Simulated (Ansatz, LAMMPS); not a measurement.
## Forces and charges in amorphous Ge (61 atoms)

Aim: energy, forces, charges and density of states of amorphous Ge (61 atoms) at a fixed geometry.

Calculated with Ansatz 0.2.0; Kohn-Sham DFT, PBEsol, PAW (set soft_2), plane waves.

### Step 1. The starting structure

The cell holds 61 atoms: 61 Ge. Its edges and angles: a = 11.099 Å, b = 11.099 Å, c = 11.099 Å, α = 90.0°, β = 90.0°, γ = 90.0°. 61 atoms (61 Ge) placed at random at 5.38 g/cm³, melted at 3500 K for 10 ps at fixed volume with the Tersoff potential (Tersoff, Phys. Rev. B 39, 5566 (1989)). Quenched from 3500 K to 100 K at 5 K/ps and fixed volume, held 5 ps, then minimised at fixed cell.

Limits known from the start: The quench rate of 5 K/ps is many orders above laboratory rates, so the cell is likely richer in defects and strain than a real sample. The network of bonds at the start is that of the classical potential that made the cell, and needn't be the one that DFT or experiment would give. Only the Γ point is sampled, in a cell whose shortest periodic width is 11 Å.

### Step 2. How the cell was made

A classical potential supplies the starting structure, since it reaches far longer times than DFT.

This step: classical MD, Tersoff potential (Tersoff, Phys. Rev. B 39, 5566 (1989)) (LAMMPS 22 Jul 2025 - Update 4).

The input, in.lmp:

```
# melt-quench of Ge61
units metal
atom_style atomic
boundary p p p
region box block 0 11.0988 0 11.0988 0 11.0988
create_box 1 box
mass 1 72.6300   # Ge
create_atoms 1 random 61 281316 NULL overlap 2.03 maxtry 2000
pair_style tersoff
pair_coeff * * SiCGe.tersoff Ge
neigh_modify delay 0 every 1 check yes
thermo_style custom step time temp pe press density
thermo_modify norm yes
timestep 0.001
thermo 100
min_style cg
minimize 1e-4 1e-4 200 2000
reset_timestep 0
velocity all create 3500 281317 mom yes dist gaussian
fix lim all nve/limit 0.05
fix lan all langevin 3500 3500 0.1 281318 zero yes
thermo 500
run 1000 post no
unfix lim
unfix lan
thermo 1666
fix md all nvt temp 3500 3500 0.1
run 10000 post no
unfix md
thermo 68000
fix md all nvt temp 3500 100 0.1
run 680000 post no
unfix md
thermo 2500
fix md all nvt temp 100 100 0.1
run 5000 post no
unfix md
thermo 100
min_style cg
minimize 0 1e-3 2000 20000
write_dump all custom glass.dump id type xs ys zs modify sort id
```

Started as:

```sh
lmp -in in.lmp -log none -nocite
```

Numbers of over 12 decimals in the logs are rounded to 6 here.

The log of the run:

```text
LAMMPS (22 Jul 2025 - Update 4)
Created orthogonal box = (0 0 0) to (11.0988 11.0988 11.0988)
Created 61 atoms
   Step          Time           Temp          PotEng         Press         Density
         0   0              0             -1.6675849      132078.94      5.381048
        47   0.047          0             -3.0273811      19432.973      5.381048
Loop time of 0.0075899 s on 1 MPI rank(s) for 47 steps with 61 atoms
Minimization stats:
  Stopping criterion = energy tolerance
  Energy initial, next-to-last, final =
     -1.66758492132508  -3.02713030027131  -3.02738107030883
  Force two-norm initial, final = 64.786944 1.1433136
  Iterations, force evaluations = 47 89
   Step          Time           Temp          PotEng         Press         Density
         0   0              3500          -3.0273811      40639.764      5.381048
       500   0.5            3941.6621     -2.804116      -31943.558      5.381048
      1000   1              3629.3624     -2.8529159     -25240.974      5.381048
Loop time of 0.094479 s on 1 MPI rank(s) for 1000 steps with 61 atoms
   Step          Time           Temp          PotEng         Press         Density
      1000   1              3629.3624     -2.8529159     -25240.974      5.381048
      1666   1.666          4181.7512     -2.9323716     -21924.967      5.381048
      3332   3.332          3117.1972     -2.9098957      6483.7312      5.381048
      4998   4.998          3106.6273     -2.8989785      13656.513      5.381048
      6664   6.664          3736.1269     -2.853481       8786.9681      5.381048
      8330   8.33           3236.5966     -2.8688335      8087.994       5.381048
      9996   9.996          3089.7524     -2.8012685      1789.9414      5.381048
[... 1 line left out ...]
Loop time of 0.961864 s on 1 MPI rank(s) for 10000 steps with 61 atoms
   Step          Time           Temp          PotEng         Press         Density
[... 12 lines left out ...]
Loop time of 50.5487 s on 1 MPI rank(s) for 680000 steps with 61 atoms
   Step          Time           Temp          PotEng         Press         Density
[... 2 lines left out ...]
    695000   695            86.341778     -3.5611703      20373.816      5.381048
    696000   696            84.937109     -3.5616874      17615.825      5.381048
Loop time of 0.289563 s on 1 MPI rank(s) for 5000 steps with 61 atoms
   Step          Time           Temp          PotEng         Press         Density
    696000   696            84.937109     -3.5616874      17615.825      5.381048
    696094   696.094        84.937109     -3.5747121      17333.495      5.381048
Loop time of 0.0258409 s on 1 MPI rank(s) for 94 steps with 61 atoms
Minimization stats:
  Stopping criterion = force tolerance
  Energy initial, next-to-last, final =
     -3.56168739888707  -3.57471212520558  -3.57471212543502
  Force two-norm initial, final = 4.7307745 0.0004173497
  Iterations, force evaluations = 94 440
```

It took 52 s on 1 thread of AMD EPYC 9R45, shared host; peak memory 0.078 GiB.

### Step 3. Plane-wave single point

The electrons are solved once, with the atoms held.

The input, input.yaml:

```yaml
crystal:
  lattice:
    - [11.0988, 0.0, 0.0]
    - [0.0, 11.0988, 0.0]
    - [0.0, 0.0, 11.0988]
  atoms:
    - { symbol: Ge, position: [0.05299, 0.75775, 0.14608] }
    - { symbol: Ge, position: [0.42476, 0.84656, 0.59364] }
    - { symbol: Ge, position: [0.52053, 0.40383, 0.96322] }
    - { symbol: Ge, position: [0.3418, 0.19174, 0.71331] }
    - { symbol: Ge, position: [0.44794, 0.12015, 0.15981] }
    - { symbol: Ge, position: [0.9145, 0.91459, 0.20943] }
    - { symbol: Ge, position: [0.56897, 0.79509, 0.26806] }
    - { symbol: Ge, position: [0.83435, 0.6777, 0.47203] }
    - { symbol: Ge, position: [0.63556, 0.27698, 0.3388] }
    - { symbol: Ge, position: [0.53136, 0.67228, 0.68756] }
    - { symbol: Ge, position: [0.42446, 0.98398, 0.76257] }
    - { symbol: Ge, position: [0.90151, 0.88456, 0.42654] }
    - { symbol: Ge, position: [0.48256, 0.48378, 0.60342] }
    - { symbol: Ge, position: [0.71078, 0.87044, 0.11502] }
    - { symbol: Ge, position: [0.62425, 0.05288, 0.82393] }
    - { symbol: Ge, position: [0.55269, 0.4651, 0.39806] }
    - { symbol: Ge, position: [0.96394, 0.30705, 0.47782] }
    - { symbol: Ge, position: [0.37672, 0.32586, 0.11829] }
    - { symbol: Ge, position: [0.3417, 0.6836, 0.9844] }
    - { symbol: Ge, position: [0.74611, 0.70343, 0.67045] }
    - { symbol: Ge, position: [0.06395, 0.4182, 0.05101] }
    - { symbol: Ge, position: [0.50627, 0.32993, 0.75441] }
    - { symbol: Ge, position: [0.18389, 0.23949, 0.0571] }
    - { symbol: Ge, position: [0.23227, 0.81066, 0.26992] }
    - { symbol: Ge, position: [0.07858, 0.81071, 0.92463] }
    - { symbol: Ge, position: [0.04766, 0.08094, 0.72484] }
    - { symbol: Ge, position: [0.47419, 0.13244, 0.37305] }
    - { symbol: Ge, position: [0.76559, 0.21334, 0.50224] }
    - { symbol: Ge, position: [0.13872, 0.62374, 0.56448] }
    - { symbol: Ge, position: [0.74473, 0.99446, 0.52249] }
    - { symbol: Ge, position: [0.6812, 0.62207, 0.33124] }
    - { symbol: Ge, position: [0.08388, 0.09373, 0.19413] }
    - { symbol: Ge, position: [0.38537, 0.68001, 0.20141] }
    - { symbol: Ge, position: [0.84788, 0.36461, 0.80642] }
    - { symbol: Ge, position: [0.99035, 0.52572, 0.42605] }
    - { symbol: Ge, position: [0.28429, 0.90243, 0.92919] }
    - { symbol: Ge, position: [0.36262, 0.47701, 0.28691] }
    - { symbol: Ge, position: [0.21168, 0.38086, 0.72251] }
    - { symbol: Ge, position: [0.07681, 0.97313, 0.52965] }
    - { symbol: Ge, position: [0.85228, 0.5869, 0.8175] }
    - { symbol: Ge, position: [0.69398, 0.23876, 0.71346] }
    - { symbol: Ge, position: [0.53253, 0.6221, 0.90567] }
    - { symbol: Ge, position: [0.68492, 0.32199, 0.11204] }
    - { symbol: Ge, position: [0.93419, 0.96368, 0.86391] }
    - { symbol: Ge, position: [0.98677, 0.55597, 0.2024] }
    - { symbol: Ge, position: [0.1084, 0.15422, 0.40764] }
    - { symbol: Ge, position: [0.01479, 0.29358, 0.68808] }
    - { symbol: Ge, position: [0.72986, 0.67683, 0.99072] }
    - { symbol: Ge, position: [0.88689, 0.08063, 0.04451] }
    - { symbol: Ge, position: [0.64816, 0.08146, 0.04464] }
    - { symbol: Ge, position: [0.19592, 0.52082, 0.90229] }
    - { symbol: Ge, position: [0.27515, 0.98498, 0.13825] }
    - { symbol: Ge, position: [0.30377, 0.22023, 0.48716] }
    - { symbol: Ge, position: [0.77193, 0.53577, 0.15404] }
    - { symbol: Ge, position: [0.20539, 0.1143, 0.87496] }
    - { symbol: Ge, position: [0.8817, 0.29994, 0.00787] }
    - { symbol: Ge, position: [0.22553, 0.81413, 0.49542] }
    - { symbol: Ge, position: [0.54977, 0.93637, 0.43845] }
    - { symbol: Ge, position: [0.0623, 0.64356, 0.78177] }
    - { symbol: Ge, position: [0.2824, 0.45389, 0.5128] }
    - { symbol: Ge, position: [0.7656, 0.91514, 0.731] }
kpoints:
  mp_grid: { grid: [1, 1, 1] }
hamiltonian:
  xc: pbesol
scf:
  occupations: { method: gaussian, width: 0.025 }
output:
  forces: true
  stress: true
  populations: true
  dos:
    method: { smearing: { sigma: 0.1 } }
    de: 0.1
    projected: { site_lists: { Ge: [Ge] } }
  eigenvalues: true
  write_density: true
  write_potential: true
  volumetric_format: npy
```

Started as:

```sh
ansatz run input.yaml --threads 8 --pin off --max-ram 15872MiB --backend cpu --events-out ev --progress --plain --runs-dir out
```

The log of the run:

```text
Engine: ansatz 0.2.0, x86_64-unknown-linux-gnu
Pseudopotentials: kind: paw
Pseudopotential: Ge, paw, valence charge 14, recommended cutoff 420 eV (normal), Ge.paw.azcp
[... 3 lines on functional and potentials left out ...]
Crystal: 61 atoms, lattice volume = 1367.187 Å³
Basis set: ecut = 420 eV, 26745 PW (Γ), exchange–correlation on 150×150×150 points (8 copies of the dense FFT grid, shifted against one another)
Bands: 513, of which v1, the nominal top of the filled ones, is band 427 counted from 1 (426 counted from 0)
Symmetry: 1 space group operations
Space group: P1 (ITA 1), of the structure as read, at distance tolerance 1.1e-4 Å
k-points: 1
[... 4 lines on functional and potentials left out ...]
Initial density: superposition of atomic densities (neutral atoms: chi_scale 0, normalization atom), corrected by the library's trained network
Initial wavefunctions: pseudopotential atomic-orbital guess
Functional: x = pbesol(κ = 0.804, μ = 0.123457), c = pbesol(β = 0.046)
SCF iter   1: F=—  HF=-259448.390489 eV  |F-HF|=—  |Δ(HF+E_count)|=         —  Δρ=4.35e-3  dr2=6.49e-1  ethr=1.77e-3  ⟨swp⟩=6.0  Hψ=1818  notcnv=0
preconditioner: auto → Resta (q_TF=auto, 2.522 Å⁻¹)  ε∞=2.7  [insulator: Δε(μ)=0.106 eV  Ē_g=22.217 eV  σ=0.025 eV  W_gap=1.00  n_scr=364 (ndim 8)  ℏωp=29.3 eV  f_vac=0.074  D(μ)=1.03/eV (n_scr^D=0)  ε∞_Penn≈2.7]
SCF iter   2: F=—  HF=-259448.224394 eV  |F-HF|=—  |Δ(HF+E_count)|=   1.66e-1  Δρ=2.32e-3  dr2=2.30e-1  ethr=7.60e-5  ⟨swp⟩=2.0  Hψ=610  notcnv=0  defer=81
preconditioner: auto → LDOS  [insulator: Δε(μ)=0.034 eV  Ē_g=22.242 eV  σ=0.025 eV  W_gap=0.66  n_scr=364 (ndim 8)  ℏωp=29.3 eV  f_vac=0.073  D(μ)=56.87/eV (n_scr^D=460)  ε∞_Penn≈2.7  β→1.0]
SCF iter   3: F=—  HF=-259448.197076 eV  |F-HF|=—  |Δ(HF+E_count)|=   2.73e-2  Δρ=8.90e-4  dr2=1.98e-2  ethr=2.70e-5  ⟨swp⟩=2.0  Hψ=554  notcnv=0  defer=81
SCF iter   4: F=—  HF=-259448.194674 eV  |F-HF|=—  |Δ(HF+E_count)|=   2.40e-3  Δρ=4.38e-4  dr2=8.68e-3  ethr=2.32e-6  ⟨swp⟩=2.0  Hψ=845  notcnv=0  defer=81
SCF iter   5: F=—  HF=-259448.193574 eV  |F-HF|=—  |Δ(HF+E_count)|=   1.10e-3  Δρ=1.72e-4  dr2=1.08e-3  ethr=1.02e-6  ⟨swp⟩=2.0  Hψ=783  notcnv=0  defer=81
SCF iter   6: F=—  HF=-259448.193375 eV  |F-HF|=—  |Δ(HF+E_count)|=   1.99e-4  Δρ=7.66e-5  dr2=1.98e-4  ethr=1.27e-7  ⟨swp⟩=2.0  Hψ=694  notcnv=0  defer=81
SCF iter   7: F=—  HF=-259448.193319 eV  |F-HF|=—  |Δ(HF+E_count)|=   5.67e-5  Δρ=3.56e-5  dr2=5.14e-5  ethr=2.32e-8  ⟨swp⟩=2.0  Hψ=694  notcnv=0  defer=81
SCF iter   8: F=—  HF=-259448.192419 eV  |F-HF|=—  |Δ(HF+E_count)|=   9.00e-4  Δρ=1.85e-5  dr2=1.45e-5  ethr=6.02e-9  ⟨swp⟩=2.0  Hψ=774  notcnv=0  defer=81
SCF iter   9: F=—  HF=-259448.192417 eV  |F-HF|=—  |Δ(HF+E_count)|=   1.91e-6  Δρ=9.43e-6  dr2=4.26e-6  ethr=1.70e-9  ⟨swp⟩=2.0  Hψ=530  notcnv=0  defer=81
SCF iter  10: F=—  HF=-259448.192416 eV  |F-HF|=—  |Δ(HF+E_count)|=   5.70e-7  Δρ=4.71e-6  dr2=8.77e-7  ethr=4.99e-10  ⟨swp⟩=2.0  Hψ=531  notcnv=0  defer=81
SCF iter  11: F=—  HF=-259448.192416 eV  |F-HF|=—  |Δ(HF+E_count)|=   1.02e-7  Δρ=2.33e-6  dr2=2.81e-7  ethr=1.03e-10  ⟨swp⟩=2.0  Hψ=789  notcnv=0  defer=81
SCF iter  12: F=-259448.192416 eV  HF=-259448.192416 eV  |F-HF|=5.69e-8  |Δ(HF+E_count)|=   2.91e-8  Δρ=1.18e-6  dr2=6.67e-8  ethr=1.17e-11  ⟨swp⟩=12.0  Hψ=3550  notcnv=0
SCF 1 converged in 12 iterations: F = -259448.192416 eV  dr2 = 6.67e-8
  greatest PAW one-centre occupation: 0.998 electrons in one spin orbital (limit 2), on the Ge atom at site 54 (counted from 0), in its partial waves of l = 2
SCF converged after 12 iterations
Free energy (F): -259448.192416 eV
Harris-Foulkes:  -259448.192416 eV  (|F-HF|=5.69e-8)
Internal energy: -259448.180914 eV  (E = F + TS)
E sigma→0 (E₀):  -259448.186665 eV
Entropy (-TS):   -0.011502 eV (-0.189 meV/atom)
Fermi energy:    8.324392 eV
--- Per-component energies (eV) ---
  E_band       = -9122.868622
  E_kinetic    = 6817.288210
  E_local      = -152371.277924  (includes V_loc(G=0)·N_el)
  E_nonlocal   = 25604.218872
  E_hartree    = 66917.689631
  E_xc         = -4580.787639
  E_vxc        = -3957.303393  (∫ρ·V_xc dr)
  E_paw        = -120693.685983  (= ΣΔE_a)
  E_vpaw       = -19051.177440  (= ΣTr[D̂ρ^β])
  E_aug_tail   = 0.019348  (compensation charges beyond the density's cutoff)
  E_ewald      = -81197.639538
  E_core_change = 55.994110  (= ΣΔE_core)
  E_smearing   = -0.011502  (= −TS)
  E_closure    = -0.000000  (closes the sum)
  Σ components = -259448.192416   (vs F -259448.192416, Δ=0.00e0)
--- Forces (eV/Å), atoms counted from 1 ---
  atom   1  Ge     0.19019103     0.23994800    -0.10658713
  atom   2  Ge    -0.01714227    -0.36192231     0.08908577
  atom   3  Ge     0.29713622    -0.01162897     0.06465714
  atom   4  Ge    -0.05344114    -0.22824163    -0.16742417
  atom   5  Ge     0.41999004     0.31979530    -0.41706146
  atom   6  Ge    -0.08174438    -0.25856807    -0.33183780
  atom   7  Ge    -0.23722674    -0.21412758    -0.20031430
  atom   8  Ge     0.15087771    -0.00407185    -0.16238719
  atom   9  Ge     0.05790541    -0.18011268    -0.50063210
  atom  10  Ge     0.10968524     0.20322868    -0.04746409
  atom  11  Ge    -0.35868967     0.24490996     0.07071257
  atom  12  Ge     0.33667736    -0.44613080     0.01448684
  atom  13  Ge    -0.45230332    -0.34508846    -0.55759827
  atom  14  Ge    -0.16696069     0.02866427    -0.18210331
[...]
atom  60  Ge     0.44871176     0.03451447     0.38215886
  atom  61  Ge    -0.06417476    -0.27187663     0.00230789
  max |Σ_I F_I| component: 2.76e-5 eV/Å
--- Stress (GPa, compression-positive) ---
        4.530631      -0.802499       0.299244
       -0.802499       2.398518      -0.263465
        0.299244      -0.263465       0.354966
  P = ⅓ Tr σ = 2.4280 GPa (24.280 kbar)
--- Band table (eV) ---
  k-point 0: bands = ["-16.5479", "-16.5410", "-16.5199", "-16.5068", [... 497 levels ...], "13.4521", "13.4974", "13.6012", "13.6130", "13.6551", "13.8037", "13.8469", "13.8740", "13.8894", "13.9968", "14.0438", "14.0665"]
--- Löwdin populations: 61 sites ---
  site symbol       q [e]
     0     Ge     13.9656
     1     Ge     13.9764
     2     Ge     13.9931
[...]
60     Ge     13.9832
  spilling = 0.001634 (of n_electrons = 854.000000)
```

Wall time 6.4 s (8 threads of AMD EPYC 9R45, shared host); peak memory 2.2 GiB; 46 s of CPU time.

The run gave:

* free energy: -259448.1924 eV
* free energy per atom: -4253.2491 eV/atom
* SCF cycles: 12
* pressure: 2.428 GPa
* r.m.s. force component: 0.2812 eV/Å
* longest force: 1.445 eV/Å
* Fermi energy: 8.324 eV
* levels partly filled by over 2 per cent: 2
* spilling of the projection: 0.001634

Neighbours are counted within 2.93 Å (Ge-Ge).

Length of the force by element and coordination:

```
element  coordination  atoms  mean length of the force (eV/Å)  spread  least   most
     Ge           all     61                            0.432   0.225  0.134   1.45
     Ge             4     53                            0.405   0.186  0.134  0.956
     Ge             5      8                            0.609   0.345  0.288   1.45
```

The mean of these charges, 0.023 e, is only the charge that the projection spills.

Löwdin charges by element and coordination (they lack the spilled electrons, 0.023 e an atom on average):

```
element  coordination  atoms  mean charge (e)  spread    least    most
     Ge           all     61           0.0229  0.0253  -0.0608   0.102
     Ge             4     53            0.026  0.0222  -0.0257   0.102
     Ge             5      8           0.0022  0.0334  -0.0608  0.0533
```

States in the cell by windows of 1 eV, zero at the Fermi level; the larger projections on atomic orbitals stand beside the total:

```
from (eV)  to (eV)  total  Ge p  Ge s
      -10       -9   14.3   4.6   9.7
       -9       -8   13.3   4.4   8.8
       -8       -7   19.0   7.4  11.4
       -7       -6   17.7   8.2   9.3
       -6       -5   11.2   6.7   4.4
       -5       -4   15.7  12.7   2.9
       -4       -3   26.6  24.7   1.8
       -3       -2   27.5  25.0   2.2
       -2       -1   37.0  34.5   2.2
       -1        0   21.5  19.3   2.0
        0        1   17.0  11.7   4.7
        1        2   24.3  16.6   6.3
        2        3   33.5  23.8   6.5
        3        4   33.7  24.0   4.9
        4        5   36.4  26.0   4.0
```

Between -25 and -10 eV lie 650 more states.

The levels nearest the highest filled one (over half full), pooled over k-points and spins:

```
level less the highest filled one (eV)  occupation
                                -0.660           2
                                -0.457           2
                                -0.434           2
                                -0.256           2
                                -0.164           2
                                     0        1.82
                                0.0474        0.18
                                 0.194           0
                                 0.358           0
                                 0.440           0
                                 0.501           0
                                 0.769           0
```

[end of part 1 of 2]

[Logs are printed without paths, hosts, clocks, repeated set-up lines and the standing remarks that a program may print on its own settings, such as how far it seeks lower states.]

[Hosts, paths, dates, database ids (printed as entryN), source tags and the programs' standing remarks are cut or masked in the printed files.]
